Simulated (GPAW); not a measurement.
# Screening of a field by a 2-layer slab of Sr(111)

How does a 2-layer slab of Sr(111) screen a perpendicular field?

Main program and level: GPAW 26.7.0; GPAW, PAW setups; slab in vacuum.

This is a report of a sequence of runs, with most program output left out.

### 1. The starting structure

The cell holds 2 atoms: 2 Sr. Its edges and angles: a = 4.299 Å, b = 4.299 Å, c = 19.510 Å, α = 90.0°, β = 90.0°, γ = 60.0°. Vacuum lies along c.

Coordinates:

```cif
data_structure
_symmetry_space_group_name_H-M 'P 1'
_symmetry_Int_Tables_number 1
_cell_length_a 4.2992
_cell_length_b 4.2992
_cell_length_c 19.5103
_cell_angle_alpha 90.000
_cell_angle_beta 90.000
_cell_angle_gamma 60.000
_cell_volume 312.30
loop_
_atom_site_label
_atom_site_type_symbol
_atom_site_fract_x
_atom_site_fract_y
_atom_site_fract_z
_atom_site_occupancy
Sr1 Sr 0.66667 0.66667 0.41004 1
Sr2 Sr 0.00000 0.00000 0.58996 1
```

### 2. Relaxing the atoms

The atoms are relaxed first, since the surface dipole, and with it the work function, follows the positions of the outer layers. The lowest 1 atoms are held at bulk positions and keep their forces.

run.py

```python
import json
import numpy as np
from ase import Atoms
from ase.constraints import FixAtoms
from ase.optimize import BFGS
from gpaw import GPAW, PW

slab = Atoms(
    ['Sr', 'Sr'],
    positions=[
        [4.29921, 2.48215, 8.00000],
        [0.00000, 0.00000, 11.51029]],
    cell=[[4.29921, 0.0, 0.0], [2.1496, 3.72322, 0.0], [0.0, 0.0, 19.51029]],
    pbc=[True, True, False])

slab.calc = GPAW(mode=PW(400), xc='PBE', kpts={'size': (9, 9, 1), 'gamma': True},
                 occupations={'name': 'fermi-dirac', 'width': 0.1}, nbands='140%',
                 convergence={'density': 0.0001}, maxiter=200,
                 poissonsolver={'dipolelayer': 'xy'},
                 symmetry={'tolerance': 1e-3, 'extra_ids': [1, 0]}, txt='slab.txt')
result = {}
slab.set_constraint(FixAtoms([0]))
path = []
opt = BFGS(slab, maxstep=0.2)
opt.attach(lambda: path.append((slab.get_potential_energy(), slab.positions.tolist(), slab.get_forces().tolist())))
result['relaxed'] = bool(opt.run(fmax=0.05, steps=30))
result['path'] = path
energy = slab.get_potential_energy()
fermi = slab.calc.get_fermi_level()
v = slab.calc.get_electrostatic_potential().mean((0, 1)) - fermi
n = slab.calc.get_pseudo_density().mean((0, 1))
L = slab.cell[2, 2]
z = np.arange(len(v)) * L / len(v)
low, high = slab.positions[:, 2].min(), slab.positions[:, 2].max()
below, above = np.interp([low - 5.8, high + 5.8], z, v)
slopes = [np.interp(x, z, np.gradient(v, z)) for x in (low - 5.8, high + 5.8)]
eps = np.array([[slab.calc.get_eigenvalues(k, s) for k in range(len(slab.calc.get_ibz_k_points()))]
                for s in range(slab.calc.get_number_of_spins())]) - fermi
top, bottom = eps[eps < 0].max(), eps[eps > 0].min()
dipole = slab.get_dipole_moment()[2]
print(f'energy {energy:.4f} eV, Fermi level {fermi:.4f} eV, dipole {dipole:.5f} e A')
print(f'potential 5.8 A off the faces, from the Fermi level: lower {below:.4f} eV, upper {above:.4f} eV')
print(f'slope of the potential there: lower {slopes[0]:.5f}, upper {slopes[1]:.5f} eV/A')
print(f'nearest levels on the mesh: {top:.4f} and {bottom:.4f} eV')
print('magnetic moment', round(slab.get_magnetic_moment(), 3))
result.update(energy=energy, fermi=fermi, dipole=dipole, below=below, above=above, slopes=slopes, edges=[top, bottom],
              z=z.tolist(), v=v.tolist(), n=n.tolist(), positions=slab.positions.tolist(),
              forces=slab.get_forces(apply_constraint=False).tolist(), moments=slab.get_magnetic_moments().tolist())
json.dump(result, open('result.json', 'w'))
```

On the command line:

```sh
OMP_NUM_THREADS=1 OPENBLAS_NUM_THREADS=1 python run.py
```

Wall time 37 s (1 thread of Intel Xeon Platinum 8488C (Sapphire Rapids), shared host); peak memory 0.19 GiB.

Relaxation path:

| step | energy less that of the first step (eV) | largest force (eV/Å) |
| --- | --- | --- |
| 1 | 0.0000 | 0.1346 |
| 2 | -0.0003 | 0.1322 |
| 3 | -0.0129 | 0.0689 |
| 4 | -0.0181 | 0.0243 |

The atoms that moved most (Å):

```csv
atom,dx,dy,dz,length
Sr2,0.000,0.000,-0.222,0.222
```

The relaxed structure:

```
Sr
1.0
     4.29921    0.00000    0.00000
     2.14960    3.72322    0.00000
     0.00000    0.00000   19.51029
Sr
2
Direct
  0.66667 0.66667 0.41004
  0.00000 0.00000 0.57858
```

This step gave:

- dipole along the normal: -1.32e-5 e·Å
- levels nearest the Fermi level on the mesh: -0.05902, 0.003128 eV from the Fermi level
- upper work function: 2.599 eV
- lower work function: 2.599 eV

Electrostatic potential energy of an electron (without an applied field's), less the Fermi level, planar mean against z:

```csv
z (Å),"electrostatic potential energy of an electron (without an applied field's), less the Fermi level, planar mean (eV)"
0.0,2.60
0.5,2.60
1.0,2.60
1.5,2.60
2.0,2.60
2.5,2.60
3.0,2.60
3.5,2.59
4.0,2.58
4.5,2.55
5.0,2.47
5.5,2.27
6.0,1.83
6.5,0.870
7.0,-1.26
7.5,-6.75
8.0,-12.7
8.5,-6.42
9.0,-0.645
9.5,1.17
10.0,0.711
10.5,-2.43
11.0,-10.0
11.5,-11.3
12.0,-3.79
12.5,-0.134
13.0,1.37
13.5,2.06
14.0,2.38
14.5,2.51
15.0,2.56
15.5,2.59
16.0,2.59
16.5,2.60
17.0,2.60
17.5,2.60
18.0,2.60
18.5,2.60
19.0,2.60
```

Table of pseudo valence density, planar mean by z:

z (Å), pseudo valence density, planar mean (e/Å³) and a bar:
```
        2      0.000 
        3      0.000 
        4      0.000 
        5      0.002 
        6      0.011 #
        7      0.076 #####
        8      0.480 ##############################
        9      0.088 ######
       10      0.055 ###
       11      0.384 ########################
       12      0.166 ##########
       13      0.017 #
       14      0.004 
       15      0.001 
       16      0.000 
       17      0.000
```

The relaxation lowered the energy of the cell by 0.0181 eV (energies extrapolated to zero smearing; the optimiser's log prints free energies). The largest force left on a free atom is 0.024 eV/Å.

### 3. Plane waves, PBE

The work function is the vacuum plateau of the electrostatic potential less the Fermi level; a dipole layer lets the two faces have plateaus of their own.

run.py: that of step 2 with these lines changed.

```diff
@@ -3,4 +3,2 @@
 from ase import Atoms
-from ase.constraints import FixAtoms
-from ase.optimize import BFGS
 from gpaw import GPAW, PW
@@ -11,3 +9,3 @@
         [4.29921, 2.48215, 8.00000],
-        [0.00000, 0.00000, 11.51029]],
+        [0.00000, 0.00000, 11.28826]],
     cell=[[4.29921, 0.0, 0.0], [2.1496, 3.72322, 0.0], [0.0, 0.0, 19.51029]],
@@ -17,12 +15,6 @@
                  occupations={'name': 'fermi-dirac', 'width': 0.1}, nbands='140%',
-                 convergence={'density': 0.0001}, maxiter=200,
+                 convergence={'density': 1e-05}, maxiter=200,
                  poissonsolver={'dipolelayer': 'xy'},
-                 symmetry={'tolerance': 1e-3, 'extra_ids': [1, 0]}, txt='slab.txt')
+                 symmetry={'tolerance': 1e-3}, txt='slab.txt')
 result = {}
-slab.set_constraint(FixAtoms([0]))
-path = []
-opt = BFGS(slab, maxstep=0.2)
-opt.attach(lambda: path.append((slab.get_potential_energy(), slab.positions.tolist(), slab.get_forces().tolist())))
-result['relaxed'] = bool(opt.run(fmax=0.05, steps=30))
-result['path'] = path
 energy = slab.get_potential_energy()
```

Wall time 15 s (1 thread); peak memory 0.2 GiB.

Numbers from this step:

- dipole along the normal: 7.05e-8 e·Å
- levels nearest the Fermi level on the mesh: -0.05902, 0.003120 eV from the Fermi level
- upper work function: 2.600 eV

The electrostatic potential energy of an electron (without an applied field's), less the Fermi level, planar mean by z:

z (Å), electrostatic potential energy of an electron (without an applied field's), less the Fermi level, planar mean (eV) and a bar from the least value:
```
      0.0        2.6 ##############################
      0.5        2.6 ##############################
      1.0        2.6 ##############################
      1.5        2.6 ##############################
      2.0        2.6 ##############################
      2.5        2.6 ##############################
      3.0        2.6 ##############################
      3.5        2.6 ##############################
      4.0        2.6 ##############################
      4.5        2.5 ##############################
      5.0        2.5 ##############################
      5.5        2.3 #############################
      6.0        1.8 ############################
      6.5        0.9 ###########################
      7.0       -1.3 ######################
      7.5       -6.7 ############
      8.0      -12.7 
      8.5       -6.4 ############
      9.0       -0.6 ########################
      9.5        1.2 ###########################
     10.0        0.7 ##########################
     10.5       -2.4 ####################
     11.0      -10.0 #####
     11.5      -11.3 ###
     12.0       -3.8 #################
     12.5       -0.1 #########################
     13.0        1.4 ############################
     13.5        2.1 #############################
     14.0        2.4 ##############################
     14.5        2.5 ##############################
     15.0        2.6 ##############################
     15.5        2.6 ##############################
     16.0        2.6 ##############################
     16.5        2.6 ##############################
     17.0        2.6 ##############################
     17.5        2.6 ##############################
     18.0        2.6 ##############################
     18.5        2.6 ##############################
     19.0        2.6 ##############################
```

Table of pseudo valence density, planar mean by z:

z (Å), pseudo valence density, planar mean (e/Å³) and a bar:
```
     0.00      0.000 
     0.43      0.000 
     1.08      0.000 
     1.52      0.000 
     2.17      0.000 
     2.60      0.000 
     3.03      0.000 
     3.69      0.000 
     4.12      0.000 
     4.77      0.002 
     5.20      0.003 
     5.64      0.007 
     6.29      0.016 #
     6.72      0.035 ##
     7.37      0.198 ##############
     7.80      0.435 ##############################
     8.24      0.413 ############################
     8.89      0.109 ########
     9.32      0.052 ####
     9.97      0.052 ####
    10.41      0.111 ########
    11.06      0.415 #############################
    11.49      0.432 ##############################
    11.92      0.196 ##############
    12.57      0.034 ##
    13.01      0.016 #
    13.66      0.007 
    14.09      0.003 
    14.52      0.002 
    15.17      0.000 
    15.61      0.000 
    16.26      0.000 
    16.69      0.000 
    17.13      0.000 
    17.78      0.000 
    18.21      0.000 
    18.86      0.000 
    19.29      0.000
```

The potential is flat to 0.002 eV/Å where it is read, so the vacuum is wide enough.

### 4. In a field

A uniform field along the normal polarises the slab; the atoms stay fixed, so this is the electronic response alone.

run.py: that of step 3 with these lines changed.

```diff
@@ -4,2 +4,3 @@
 from gpaw import GPAW, PW
+from gpaw.external import ConstantElectricField
 
@@ -17,2 +18,3 @@
                  poissonsolver={'dipolelayer': 'xy'},
+                 external=ConstantElectricField(-0.2, [0, 0, 1]),
                  symmetry={'tolerance': 1e-3}, txt='slab.txt')
```

The job ended after 35 s (1 thread; peak memory 0.26 GiB).

Numbers from this step:

| Item | Value |
| --- | --- |
| dipole along the normal | -0.1567 e·Å |
| levels nearest the Fermi level on the mesh | -0.05731, 0.003717 eV from the Fermi level |
| potential below the slab, the applied field's own ramp left out | 1.721 eV from the Fermi level |
| potential above the slab, the applied field's own ramp left out | 3.491 eV from the Fermi level |

Table of electrostatic potential energy of an electron (without an applied field's), less the Fermi level, planar mean by z:

z (Å), electrostatic potential energy of an electron (without an applied field's), less the Fermi level, planar mean (eV) and a bar from the least value:
```
        0        2.6 ############################
        1        1.7 ###########################
        2        1.7 ###########################
        3        1.7 ###########################
        4        1.7 ###########################
        5        1.6 ###########################
        6        1.1 ##########################
        7       -1.8 ####################
        8      -13.1 
        9       -0.8 ######################
       10        0.8 #########################
       11       -9.8 ######
       12       -3.3 ##################
       13        2.1 ###########################
       14        3.2 #############################
       15        3.4 ##############################
       16        3.5 ##############################
       17        3.5 ##############################
       18        3.5 ##############################
       19        3.5 ##############################
```

The dipole is now -0.157 e Å, against 7.1e-8 in the run without a field.

### 5. In a field

run.py: that of step 4 with these lines changed.

```diff
@@ -18,3 +18,3 @@
                  poissonsolver={'dipolelayer': 'xy'},
-                 external=ConstantElectricField(-0.2, [0, 0, 1]),
+                 external=ConstantElectricField(-0.1, [0, 0, 1]),
                  symmetry={'tolerance': 1e-3}, txt='slab.txt')
```

Run time: 39 s. Hardware: 1 thread; peak memory 0.27 GiB.

This step gave:

- dipole along the normal: -0.07811 e·Å
- levels nearest the Fermi level on the mesh: -0.05859, 0.003029 eV from the Fermi level
- potential below the slab, the applied field's own ramp left out: 2.154 eV from the Fermi level
- potential above the slab, the applied field's own ramp left out: 3.036 eV from the Fermi level

Electrostatic potential energy of an electron (without an applied field's), less the Fermi level, planar mean against z:

z (Å), electrostatic potential energy of an electron (without an applied field's), less the Fermi level, planar mean (eV) and a bar from the least value:
```
      0.0        2.6 #############################
      0.5        2.2 ############################
      1.0        2.2 ############################
      1.5        2.2 ############################
      2.0        2.2 ############################
      2.5        2.2 ############################
      3.0        2.2 ############################
      3.5        2.1 ############################
      4.0        2.1 ############################
      4.5        2.1 ############################
      5.0        2.0 ############################
      5.5        1.9 ############################
      6.0        1.4 ###########################
      6.5        0.5 #########################
      7.0       -1.5 #####################
      7.5       -7.0 ###########
      8.0      -12.9 
      8.5       -6.5 ############
      9.0       -0.7 #######################
      9.5        1.1 ##########################
     10.0        0.7 ##########################
     10.5       -2.4 ####################
     11.0       -9.9 ######
     11.5      -11.1 ###
     12.0       -3.6 ##################
     12.5        0.2 #########################
     13.0        1.7 ###########################
     13.5        2.4 #############################
     14.0        2.8 ##############################
     14.5        2.9 ##############################
     15.0        3.0 ##############################
     15.5        3.0 ##############################
     16.0        3.0 ##############################
     16.5        3.0 ##############################
     17.0        3.0 ##############################
     17.5        3.0 ##############################
     18.0        3.0 ##############################
     18.5        3.0 ##############################
     19.0        3.0 ##############################
```

The dipole is now -0.0781 e Å, against 7.1e-8 in the run without a field.

### 6. In a field

run.py: that of step 5 with these lines changed.

```diff
@@ -18,3 +18,3 @@
                  poissonsolver={'dipolelayer': 'xy'},
-                 external=ConstantElectricField(-0.1, [0, 0, 1]),
+                 external=ConstantElectricField(-0.05, [0, 0, 1]),
                  symmetry={'tolerance': 1e-3}, txt='slab.txt')
```

The job ended after 36 s (1 thread; peak memory 0.26 GiB).

### 7. Field on

run.py: that of step 6 with these lines changed.

```diff
@@ -18,3 +18,3 @@
                  poissonsolver={'dipolelayer': 'xy'},
-                 external=ConstantElectricField(-0.05, [0, 0, 1]),
+                 external=ConstantElectricField(0.05, [0, 0, 1]),
                  symmetry={'tolerance': 1e-3}, txt='slab.txt')
```

The job ended after 35 s (1 thread; peak memory 0.26 GiB).

### 8. In a field

run.py: that of step 7 with these lines changed.

```diff
@@ -18,3 +18,3 @@
                  poissonsolver={'dipolelayer': 'xy'},
-                 external=ConstantElectricField(0.05, [0, 0, 1]),
+                 external=ConstantElectricField(0.1, [0, 0, 1]),
                  symmetry={'tolerance': 1e-3}, txt='slab.txt')
```

Wall time 39 s (1 thread); peak memory 0.27 GiB.

Table of electrostatic potential energy of an electron (without an applied field's), less the Fermi level, planar mean by z:

| z (Å) | electrostatic potential energy of an electron (without an applied field's), less the Fermi level, planar mean (eV) |
| --- | --- |
| 0.0 | 2.62 |
| 0.5 | 3.06 |
| 1.0 | 3.06 |
| 1.5 | 3.06 |
| 2.0 | 3.06 |
| 2.5 | 3.06 |
| 3.0 | 3.05 |
| 3.5 | 3.05 |
| 4.0 | 3.03 |
| 4.5 | 2.99 |
| 5.0 | 2.90 |
| 5.5 | 2.69 |
| 6.0 | 2.22 |
| 6.5 | 1.21 |
| 7.0 | -0.967 |
| 7.5 | -6.52 |
| 8.0 | -12.5 |
| 8.5 | -6.29 |
| 9.0 | -0.572 |
| 9.5 | 1.20 |
| 10.0 | 0.688 |
| 10.5 | -2.50 |
| 11.0 | -10.1 |
| 11.5 | -11.5 |
| 12.0 | -4.03 |
| 12.5 | -0.424 |
| 13.0 | 1.03 |
| 13.5 | 1.69 |
| 14.0 | 1.98 |
| 14.5 | 2.10 |
| 15.0 | 2.15 |
| 15.5 | 2.17 |
| 16.0 | 2.17 |
| 16.5 | 2.18 |
| 17.0 | 2.18 |
| 17.5 | 2.18 |
| 18.0 | 2.18 |
| 18.5 | 2.18 |
| 19.0 | 2.18 |

The dipole is now 0.0781 e Å, against 7.1e-8 in the run without a field.

### 9. In a field

run.py: that of step 8 with these lines changed.

```diff
@@ -18,3 +18,3 @@
                  poissonsolver={'dipolelayer': 'xy'},
-                 external=ConstantElectricField(0.1, [0, 0, 1]),
+                 external=ConstantElectricField(0.2, [0, 0, 1]),
                  symmetry={'tolerance': 1e-3}, txt='slab.txt')
```

It took 33 s on 1 thread; peak memory 0.26 GiB.

The dipole is now 0.157 e Å, against 7.1e-8 in the run without a field.

### 10. In a field

run.py: that of step 9 with these lines changed.

```diff
@@ -18,3 +18,3 @@
                  poissonsolver={'dipolelayer': 'xy'},
-                 external=ConstantElectricField(0.2, [0, 0, 1]),
+                 external=ConstantElectricField(0.3, [0, 0, 1]),
                  symmetry={'tolerance': 1e-3}, txt='slab.txt')
```

It took 31 s on 1 thread; peak memory 0.27 GiB.

The dipole is now 0.236 e Å, against 7.1e-8 in the run without a field.

### 11. The series

The members are put on one axis.

This step: induced dipole against applied field (GPAW 26.7.0).

Table of dipole along the normal by field:

| field (V/Å) | dipole along the normal (e·Å) |
| --- | --- |
| -0.200 | -0.157 |
| -0.100 | -0.0781 |
| -0.050 | -0.0390 |
| 0.000 | 0 |
| 0.050 | 0.0390 |
| 0.100 | 0.0781 |
| 0.200 | 0.157 |
| 0.300 | 0.236 |

### 12. Summary of results

| Property | Result |
| --- | --- |
| work function, both faces | 2.60 eV |
| dipole along the normal | 7.1e-8 e Å, near the numerical noise |
| induced dipole per field | 0.785 e Å per V/Å |
| out-of-plane polarisability per area, α/(ε0 A) | 8.87 Å |

What this shows: The field induces 0.785 e Å per V/Å, a polarisable thickness α/(ε0 A) of 8.87 Å beside 3.29 Å between the outermost nuclei. A perfect conductor would give the distance between its two image planes; a dielectric of thickness t gives t(1 - 1/ε). The induced dipole is linear in the field over this range. The slab is only 3.3 Å thick between its outer nuclei, so the values belong to this film more than to the surface of the bulk metal. The in-plane lattice was kept as typed, which isn't the functional's own and leaves some strain; spin-orbit coupling and temperature are left out.

[Logs are printed without paths, hosts, clocks, repeated set-up lines and the standing remarks that a program may print on its own settings, such as how far it seeks lower states.]

[Hosts, paths, dates, database ids (printed as entryN), source tags and the programs' standing remarks are cut or masked in the printed files.]
